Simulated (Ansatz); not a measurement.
# Lattice dynamics of KMgF3 (Pm-3m), part 3 of 3

Task: relax KMgF3 (Pm-3m), then find its harmonic phonons.

Ansatz 0.2.0; DFT PBEsol, scalar-relativistic, plane waves, PAW; PAW set soft_1.

So far. Step 3 (Tight relaxation): The forces vanish by symmetry and the pressure is 0.001 GPa, within the tolerances set. The cell now holds 12.73 Å³/atom. Step 4 (Modes at Γ): Before it was imposed, the acoustic sum rule was missed by 0.0011 eV/Å² and the charge sum rule by 6.9e-7 e. Small misses are needed for a sound result but don't prove that mesh and cutoff are converged. The lowest optical mode is real, 142 cm⁻¹. The relaxed cell has a = 3.992 Å (conventional setting).

### Step 5. Response at finite wavevector

Stability and thermal properties need the whole zone. Linear response on a 4×4×4 q mesh gives force constants as far as a supercell of that size would, and the tensors from the zone-centre run are typed in so that the long-range dipole term is interpolated apart.

Contents of input.yaml:

```yaml
crystal:
  lattice:
    - [3.9921938027, 0.0, 0.0]
    - [0.0, 3.9921938027, 0.0]
    - [0.0, 0.0, 3.9921938027]
  atoms:
    - { symbol: K, position: [0.5, 0.5, 0.5] }
    - { symbol: Mg, position: [0.0, 0.0, 0.0] }
    - { symbol: F, position: [0.5, 0.0, 0.0] }
    - { symbol: F, position: [0.0, 0.5, 0.0] }
    - { symbol: F, position: [0.0, 0.0, 0.5] }
kpoints:
  mp_grid: { grid: [8, 8, 8] }
hamiltonian:
  xc: pbesol
  pseudopotentials: { kind: paw, azcp: { folder: soft_1 }, xc_functional: pbe }
scf:
  occupations: { method: fixed }
output:
  eigenvalues: true
phonons:
  method: dfpt
  qmesh: [4, 4, 4]
  temperatures: { t_max: 1000, t_step: 50 }
  qpath:
    path:
      - [[0.0, 0.0, 0.0], [0.0, 0.5, 0.0], [0.5, 0.5, 0.0], [0.0, 0.0, 0.0], [0.5, 0.5, 0.5], [0.0, 0.5, 0.0]]
      - [[0.5, 0.5, 0.5], [0.5, 0.5, 0.0]]
    npoints: 10
  non_analytic_term:
    high_frequency_dielectric_tensor: [[2.1181, 0.0, 0.0], [0.0, 2.1181, 0.0], [0.0, 0.0, 2.1181]]
    born_effective_charges:
      - { species: K, tensor: [[1.1898, 0.0, 0.0], [0.0, 1.1898, 0.0], [0.0, 0.0, 1.1898]] }
      - { species: Mg, tensor: [[2.0024, 0.0, 0.0], [0.0, 2.0024, 0.0], [0.0, 0.0, 2.0024]] }
      - { species: F, tensor: [[-1.2763, 0.0, 0.0], [0.0, -0.9579, 0.0], [0.0, 0.0, -0.9579]] }
      - { species: F, tensor: [[-0.9579, 0.0, 0.0], [0.0, -1.2763, 0.0], [0.0, 0.0, -0.9579]] }
      - { species: F, tensor: [[-0.9579, 0.0, 0.0], [0.0, -0.9579, 0.0], [0.0, 0.0, -1.2763]] }
    source: "zone-centre run at this cell"
```

Started as:

```
$ ansatz run input.yaml --threads 4 --pin off --max-ram 10240MiB --backend cpu --events-out ev --progress --plain --runs-dir out
```

Numbers of over 12 decimals in the logs are rounded to 6 here.

Log:

```text
[...]
Crystal: 5 atoms, lattice volume = 63.626 Å³
Basis set: ecut = 420 eV, 1237 PW (Γ), exchange–correlation on 54×54×54 points (8 copies of the dense FFT grid, shifted against one another)
Bands: 25, of which v1, the nominal top of the filled ones, is band 20 counted from 1 (19 counted from 0)
Symmetry: 48 space group operations
k-points: 35 of 512
[...]
SCF iter   1: F=—  HF=-5841.200636 eV  |F-HF|=—  |Δ(HF+E_count)|=         —  Δρ=1.50e-1  dr2=1.13e1  ethr=3.10e-3  ⟨swp⟩=4.1  Hψ=3847  notcnv=0  defer=45
[...]
SCF iter  11: F=-5837.500407 eV  HF=-5837.500407 eV  |F-HF|=9.09e-13  |Δ(HF+E_count)|=  2.73e-12  Δρ=3.88e-8  dr2=4.17e-13  ethr=1.00e-12  ⟨swp⟩=11.6  Hψ=5352  notcnv=0
SCF 1 converged in 11 iterations: F = -5837.500407 eV  dr2 = 4.17e-13
[...]
NSCF: frozen V_eff on 35 k-points
[...]
DFPT response loops at q = (0, 0, 0) (fractional): preconditioner auto → none (the input reference at scf.mixing.eps_inf says where Resta's filter doesn't serve); β = 0.50; Broyden in place of MSR1
[...]
SCF converged after 11 iterations
Free energy (F): -5837.500407 eV
[...]
Internal energy: -5837.500407 eV  (E = F + TS)
E sigma→0 (E₀):  -5837.500407 eV
Fermi energy:    2.671478 eV
[...]
--- Band table (eV; the first three rows and the last of 35) ---
  k-point 0: bands = [... 16 lower, 2.0422, 2.3484, 2.3484, 2.3484, 9.7826, 12.6222, 12.6222, 14.7794, ... 1 higher]
  k-point 1: bands = [... 16 lower, 2.0090, 2.1943, 2.3170, 2.3170, 10.0622, 12.7654, 12.7895, 14.8534, ... 1 higher]
  k-point 2: bands = [... 16 lower, 1.9262, 1.9262, 2.2425, 2.2425, 10.8038, 13.1237, 13.1752, 15.0498, ... 1 higher]
  k-point 34: bands = [... 16 lower, 1.5585, 2.6715, 2.6715, 2.6715, 12.9752, 12.9752, 12.9752, 16.4512, ... 1 higher]
--- Phonons (Γ-DFPT): 4 representative perturbations + reference (Σ response iterations 12) ---
  ASR residual: 1.259e-3 → 0.000e0 eV/Å²; symmetrization residual: 3.630e-6 eV/Å²
  ASR residual per site (eV/Å²): 1.48e-5 1.26e-3 2.23e-4 2.23e-4 2.23e-4
[...]
--- Phonons (arbitrary-q DFPT): 10 irreducible q on the 4×4×4 mesh ---
  q = [0.0000, 0.0000, 0.0000] (star 1, of the zone-centre solve; hermiticity 6.81e-7, symmetrization 2.93e-13): -0.00 0.00 0.00 142.10 142.10 142.10 180.37 180.37 180.37 281.03 281.03 281.03 461.36 461.36 461.36
  q = [0.0000, 0.0000, 0.2500] (star 6, 9 solved perturbations in 1560 linear systems a pass and spin channel, the states on 200 of 512 k-point pairs; hermiticity 5.07e-7, symmetrization 1.19e-13): 73.55 73.55 119.40 139.08 139.08 185.49 187.45 187.45 207.86 272.36 272.36 360.55 460.35 460.35 523.78
[...]
q = [0.0000, 0.2500, -0.5000] (star 12, 15 solved perturbations on 200 of 512 k-point pairs; hermiticity 5.61e-7, symmetrization 7.03e-12): 115.85 119.46 132.81 140.85 154.86 169.95 200.03 201.67 247.41 264.19 319.56 388.22 430.16 458.36 487.82
[...]
sum rule: each row above includes the acoustic sum rule's correction from the zone centre's row sums; it moved no ω² by more than (3.75 cm⁻¹)²
  mesh force constants: q→R imaginary residual 1.03e-18; ASR residual 1.259e-3 → 0.000e0 eV/Å²; symmetrization residual 1.421e-14 eV/Å²
  interpolated dispersion: 63 rows × 15 modes
  density of states and harmonic sums: on the 16×16×16 q-mesh, interpolated from the force constants of a 4×4×4 supercell (with the dipole–dipole term of supplied tensors)
  largest difference from the sums on the solved wave vectors: F 1.10e-2 eV, S 1.50e-5 and C_V 3.95e-6 eV/K
  zero-point energy: 0.235383 eV/cell   skipped modes (ω ≤ 0): 3   left out of the sums: 4.88e-5 of the cell's modes: C_V's classical limit lies that fraction below 3 k_B per atom; for a crystal, a wire or a layer, F and S can be off by more, and a phonons.interpolated_qmesh denser along its periods is the remedy for the sampling
```

The job ended after 12 min (4 threads of Arm Neoverse V1, shared host; peak memory 2 GiB; 46 min of CPU time).

This step gave:

```
sum-rule residual before enforcement                    : 0.001259 eV/Å²
lowest frequency on the path                            : 0 cm⁻¹
highest frequency on the path or at a solved wavevector : 552 cm⁻¹
mean frequency                                          : 253.1 cm⁻¹
Debye temperature (second moment)                       : 528 K
logarithmic mean frequency                              : 221 cm⁻¹
lowest mode on the q mesh (acoustic modes at Γ apart)   : 73.55 cm⁻¹
zero-point energy per atom                              : 47.08 meV
heat capacity at 300 K                                  : 21.66 J/(mol atoms K)
vibrational entropy at 300 K                            : 25.27 J/(mol atoms K)
```

Frequencies (cm⁻¹) solved at each irreducible wavevector; negative means imaginary. Frequencies by wavevector, by row:

| q in reciprocal lattice units | star | mode 1 | mode 2 | mode 3 | mode 4 | mode 13 | mode 14 | mode 15 |
| --- | --- | --- | --- | --- | --- | --- | --- | --- |
| 0 0 0 | 1 | 0 | 0 | 0 | 142.1 | 461.4 | 461.4 | 461.4 |
| 0 0 0.25 | 6 | 73.5 | 73.5 | 119.4 | 139.1 | 460.4 | 460.4 | 523.8 |
| 0 0 -0.5 | 3 | 116.4 | 116.4 | 124.5 | 124.5 | 450.7 | 459.3 | 459.3 |
| 0 0.25 0.25 | 12 | 96.5 | 99.8 | 138.1 | 144.9 | 425.2 | 459.4 | 524.4 |
| 0 0.25 -0.5 | 12 | 115.8 | 119.5 | 132.8 | 140.8 | 430.2 | 458.4 | 487.8 |
| 0 -0.5 -0.5 | 3 | 85.8 | 115.3 | 129.6 | 129.6 | 408.5 | 457.4 | 470.2 |
| 0.25 0.25 0.25 | 8 | 107.7 | 107.7 | 133.8 | 141.4 | 424.3 | 424.3 | 529 |
| 0.25 0.25 -0.5 | 12 | 120.6 | 121.1 | 129.8 | 133.2 | 415 | 423.5 | 508.4 |
| 0.25 -0.5 -0.5 | 6 | 84 | 126.3 | 128.7 | 128.7 | 399 | 402.7 | 500 |
| -0.5 -0.5 -0.5 | 1 | 82 | 82 | 82 | 136.4 | 388.5 | 388.5 | 494.7 |

Interpolated from a 4×4×4 q mesh, with the LO-TO term (at Γ the limit along the path; where Γ stands inside the path, tables give the limit on arrival). Phonon branches along the path, in cm⁻¹:

| point | branch 1 | branch 2 | branch 3 | branch 4 | branch 12 | branch 13 | branch 14 | branch 15 |
| --- | --- | --- | --- | --- | --- | --- | --- | --- |
| Γ | 0 | 0 | 0 | 142 | 339 | 461 | 461 | 552 |
| halfway | 74 | 74 | 119 | 139 | 360 | 460 | 460 | 524 |
| X | 116 | 116 | 124 | 124 | 438 | 451 | 459 | 459 |
| halfway | 116 | 120 | 133 | 141 | 388 | 430 | 458 | 488 |
| M | 86 | 115 | 130 | 130 | 408 | 408 | 457 | 470 |
| halfway | 96 | 100 | 138 | 145 | 358 | 425 | 459 | 524 |
| Γ | 0 | 0 | 0 | 142 | 339 | 461 | 461 | 552 |
| halfway | 108 | 108 | 134 | 141 | 353 | 424 | 424 | 529 |
| R | 82 | 82 | 82 | 136 | 388 | 388 | 388 | 495 |
| halfway | 121 | 121 | 130 | 133 | 378 | 415 | 424 | 508 |
| X | 116 | 116 | 124 | 124 | 438 | 451 | 459 | 459 |
| jump to R | 82 | 82 | 82 | 136 | 388 | 388 | 388 | 495 |
| halfway | 84 | 126 | 129 | 129 | 399 | 399 | 403 | 500 |
| M | 86 | 115 | 130 | 130 | 408 | 408 | 457 | 470 |

The phonon density of states has structure finer than the step of the table below, so its rows give means over 20 cm⁻¹, whole bins alone (the curve runs from 2.5 to 552 cm⁻¹). Peaks (cm⁻¹: height): 117.5: 0.101, 132.5: 0.165, 187.5: 0.0480, 342.5: 0.0398, 457.5: 0.0635, 507.5: 0.0312.

Tetrahedra on a 16×16×16 mesh, mean over bins of 5 cm-1. Interpolated from a 4×4×4 q mesh. Table of phonon density of states by wavenumber; means over each step:

wavenumber (cm⁻¹), phonon density of states (1/cm⁻¹/cell) and a bar:
```
       20      0.000 
       40      0.001 
       60      0.004 #
       80      0.012 ###
      100      0.040 ###########
      120      0.076 #####################
      140      0.108 ##############################
      160      0.042 ############
      180      0.038 ##########
      200      0.039 ###########
      220      0.030 ########
      240      0.030 ########
      260      0.041 ###########
      280      0.036 ##########
      300      0.017 #####
      320      0.016 ####
      340      0.023 ######
      360      0.012 ###
      380      0.026 #######
      400      0.025 #######
      420      0.028 ########
      440      0.029 ########
      460      0.027 #######
      480      0.005 #
      500      0.023 ######
      520      0.016 ####
      540      0.006 ##
```

The partial phonon density of states has structure finer than the step of the table below, so its rows give means over 25 cm⁻¹, whole bins alone (the curve runs from -10 to 576 cm⁻¹). Peaks (cm⁻¹: height): F 108.0: 0.0288, 141.2: 0.0517, 163.4: 0.0357, 185.5: 0.0404, 266.7: 0.0341, 340.4: 0.0247, 454.8: 0.0298; K 115.4: 0.0577, 133.9: 0.0944; Mg 137.5: 0.00655, 270.3: 0.0126, 406.8: 0.0216, 454.8: 0.0151, 506.4: 0.00664.

Phonopy on the run's constants, 15x15x15 mesh, Gaussian sigma 4.2 cm-1. Interpolated from a 4×4×4 q mesh. Table of partial phonon density of states by wavenumber; means over each step; values in 1/cm⁻¹/cell:

| wavenumber (cm⁻¹) | F | K | Mg |
| --- | --- | --- | --- |
| 25 | 2.8e-4 | 2.0e-4 | 1.2e-4 |
| 50 | 0.00112 | 9.8e-4 | 4.6e-4 |
| 75 | 0.00469 | 0.00339 | 0.00110 |
| 100 | 0.0208 | 0.0179 | 0.00217 |
| 125 | 0.0245 | 0.0641 | 0.00306 |
| 150 | 0.0393 | 0.0261 | 0.00377 |
| 175 | 0.0326 | 0.00317 | 0.00254 |
| 200 | 0.0339 | 0.00123 | 0.00317 |
| 225 | 0.0261 | 2.7e-4 | 0.00345 |
| 250 | 0.0277 | 4.0e-5 | 0.00681 |
| 275 | 0.0283 | 2.6e-4 | 0.0116 |
| 300 | 0.00986 | 4.2e-4 | 0.00766 |
| 325 | 0.0107 | 4.1e-4 | 0.00581 |
| 350 | 0.0145 | 2.2e-4 | 0.00323 |
| 375 | 0.0132 | 2.1e-4 | 0.00876 |
| 400 | 0.00894 | 3.3e-4 | 0.0166 |
| 425 | 0.0122 | 2.1e-4 | 0.0149 |
| 450 | 0.0214 | 3.1e-5 | 0.0124 |
| 475 | 0.00452 | 2.6e-5 | 0.00168 |
| 500 | 0.0157 | 1.6e-4 | 0.00505 |
| 525 | 0.00816 | 1.5e-4 | 0.00451 |
| 550 | 0.00150 | 3.9e-5 | 0.00120 |

Harmonic thermodynamic functions per atom, from the density of states. Interpolated from a 4×4×4 q mesh. Thermodynamic functions, by row:

| T (K) | F_vib (meV/atom) | S (J/mol-atom/K) | C_V (J/mol-atom/K) |
| --- | --- | --- | --- |
| 0 | 47.08 | 0 | 0 |
| 50 | 46.9 | 1.448 | 4.033 |
| 100 | 44.88 | 6.582 | 11.17 |
| 200 | 32.47 | 17.04 | 18.7 |
| 300 | 10.36 | 25.27 | 21.66 |
| 400 | -19.3 | 31.7 | 22.96 |
| 500 | -54.94 | 36.91 | 23.63 |
| 600 | -95.5 | 41.25 | 24.02 |
| 700 | -140.2 | 44.97 | 24.25 |
| 800 | -188.6 | 48.22 | 24.41 |
| 900 | -240.1 | 51.1 | 24.52 |
| 1000 | -294.4 | 53.69 | 24.6 |

Harmonic mean-square displacement, third of the trace. Interpolated from a 4×4×4 q mesh. Mean square displacements, by row:

| T (K) | K1 U_eq (Å²) | Mg2 U_eq (Å²) | F3 U_eq (Å²) | F4 U_eq (Å²) | F5 U_eq (Å²) |
| --- | --- | --- | --- | --- | --- |
| 0 | 0.00346 | 0.00242 | 0.00429 | 0.00429 | 0.00429 |
| 100 | 0.00512 | 0.00293 | 0.00549 | 0.00549 | 0.00549 |
| 300 | 0.01278 | 0.00562 | 0.01192 | 0.01192 | 0.01192 |
| 600 | 0.02505 | 0.01045 | 0.02282 | 0.02282 | 0.02282 |

Symmetry leaves 10 wavevectors to solve. The lowest mode among them, the acoustic zeros apart, lies at q = (0, 0, 0.25) and is real, 73.5 cm⁻¹.

### Step 6. Another isotope, element K, natural mass 39.0983 amu

An isotope changes the mass and not the force constants, so no new electronic calculation is needed; the shifts show which modes move this element.

The same force constants with the mass of K changed from 39.098 to 40.962 u (phonopy, no LO-TO term). Both lists are sorted by frequency; levels can cross, so a row need not hold one and the same mode. Modes under 3 cm⁻¹ are left out. Isotope shifts, by row, the first 40 of 57 rows:

| q | rank | natural mass (cm⁻¹) | changed mass (cm⁻¹) |
| --- | --- | --- | --- |
| 0 0 0 | 4 | 142.1 | 139.9 |
| 0 0 0 | 5 | 142.1 | 139.9 |
| 0 0 0 | 6 | 142.1 | 139.9 |
| 0 0 0 | 7 | 180.4 | 180.4 |
| 0 0 0 | 8 | 180.4 | 180.4 |
| 0 0 0 | 9 | 180.4 | 180.4 |
| 0 0 0 | 10 | 281 | 281 |
| 0 0 0 | 11 | 281 | 281 |
| 0 0 0 | 12 | 281 | 281 |
| 0 0 0 | 13 | 461.4 | 461.4 |
| 0 0 0 | 14 | 461.4 | 461.4 |
| 0 0 0 | 15 | 461.4 | 461.4 |
| 0 0 0.25 | 1 | 73.55 | 72.83 |
| 0 0 0.25 | 2 | 73.55 | 72.83 |
| 0 0 0.25 | 3 | 119.4 | 117.7 |
| 0 0 0.25 | 4 | 139.1 | 137.2 |
| 0 0 0.25 | 5 | 139.1 | 137.2 |
| 0 0 0.25 | 6 | 185.5 | 185.5 |
| 0 0 0.25 | 7 | 187.4 | 187.4 |
| 0 0 0.25 | 8 | 187.4 | 187.4 |
| 0 0 0.25 | 9 | 207.9 | 206 |
| 0 0 0.25 | 10 | 272.4 | 272.3 |
| 0 0 0.25 | 11 | 272.4 | 272.3 |
| 0 0 0.25 | 12 | 360.6 | 360.6 |
| 0 0 0.25 | 13 | 460.4 | 460.4 |
| 0 0 0.25 | 14 | 460.4 | 460.4 |
| 0 0 0.25 | 15 | 523.8 | 523.6 |
| 0 0 -0.5 | 1 | 116.4 | 113.8 |
| 0 0 -0.5 | 2 | 116.4 | 113.8 |
| 0 0 -0.5 | 3 | 124.5 | 124.5 |
| 0 0 -0.5 | 4 | 124.5 | 124.5 |
| 0 0 -0.5 | 5 | 166.4 | 162.6 |
| 0 0 -0.5 | 6 | 190.3 | 190.3 |
| 0 0 -0.5 | 7 | 199.2 | 199.1 |
| 0 0 -0.5 | 8 | 199.2 | 199.1 |
| 0 0 -0.5 | 9 | 221.3 | 221.3 |
| 0 0 -0.5 | 10 | 260.2 | 260.2 |
| 0 0 -0.5 | 11 | 260.2 | 260.2 |
| 0 0 -0.5 | 12 | 437.6 | 437.5 |
| 0 0 -0.5 | 13 | 450.7 | 450.7 |

A mode of this element alone would shift by -2.30 %. The highest zone-centre frequency without the field goes from 461.4 to 461.4 cm⁻¹ (+0.0 %). The product of the frequency ratios over all optical modes at Γ is 0.954; the product rule, (m/m′)^(3k/2) (M′/M)^(3/2) with k = 1 such atoms and M the mass of the cell, gives 0.954.

### Step 7. Another isotope, element Mg, natural mass 24.305 amu

The same for Mg, from 24.30 to 25.98 u.

A mode of this element alone would shift by -3.28 %. The highest zone-centre frequency without the field goes from 461.4 to 456.9 cm⁻¹ (-1.0 %). The product of the frequency ratios over all optical modes at Γ is 0.924; the product rule, (m/m′)^(3k/2) (M′/M)^(3/2) with k = 1 such atoms and M the mass of the cell, gives 0.924.

### Step 8. What came out

```yaml
space_group_after_relaxation_within_0p01_a: Pm-3m
volume_per_atom: 12.7 Å³
gap_on_the_k_mesh: 7.11 eV
highest_optical_mode_at_the_zone_centre_no_lo_to_term: 461 cm⁻¹
top_of_the_zone_centre_spectrum_with_the_field: 552 cm⁻¹
lowest_optical_zone_centre_mode: 142 cm⁻¹
mean_high_frequency_dielectric_constant: 2.12
mean_static_dielectric_constant: 7.08
largest_born_charge_third_of_the_trace: 2.00 e
lowest_mode_on_the_q_mesh_acoustic_modes_at_gamma_apart: 73.5 cm⁻¹
highest_frequency_on_the_path_or_at_a_solved_wavevector: 552 cm⁻¹
zero_point_energy_per_atom: 47.1 meV
heat_capacity_at_300_k: 21.7 J/(mol atoms K)
vibrational_entropy_at_300_k: 25.3 J/(mol atoms K)
debye_temperature_second_moment: 528 K
imaginary_modes_on_the_4x4x4_q_mesh: none
```

In words: The structure is a minimum as far as tested: no mode is imaginary at the 10 irreducible wavevectors of the 4×4×4 mesh, and the softest away from the acoustic zeros lies at 74 cm⁻¹. Without the field, the optical modes at Γ span 142 to 461 cm⁻¹. The highest mode in this list at Γ, 461.4 cm⁻¹, has its largest share on F (69 % of the kinetic energy). With the macroscopic field of the longitudinal modes the top of the zone-centre spectrum lies at 552 cm⁻¹, against 461 cm⁻¹ without it. Lattice motion raises the mean dielectric constant from 2.118 to 7.081. The strongest infrared line is at 461 cm⁻¹. No mode is Raman active to first order. The PAW files were made for PBE and serve the other functionals too. These are harmonic frequencies at zero temperature: anharmonic shifts, linewidths and thermal expansion are left out.

[Logs are printed without paths, hosts, clocks, repeated set-up lines and the standing remarks that a program may print on its own settings, such as how far it seeks lower states.]

[Hosts, paths, dates, database ids (printed as entryN), source tags and the programs' standing remarks are cut or masked in the printed files.]
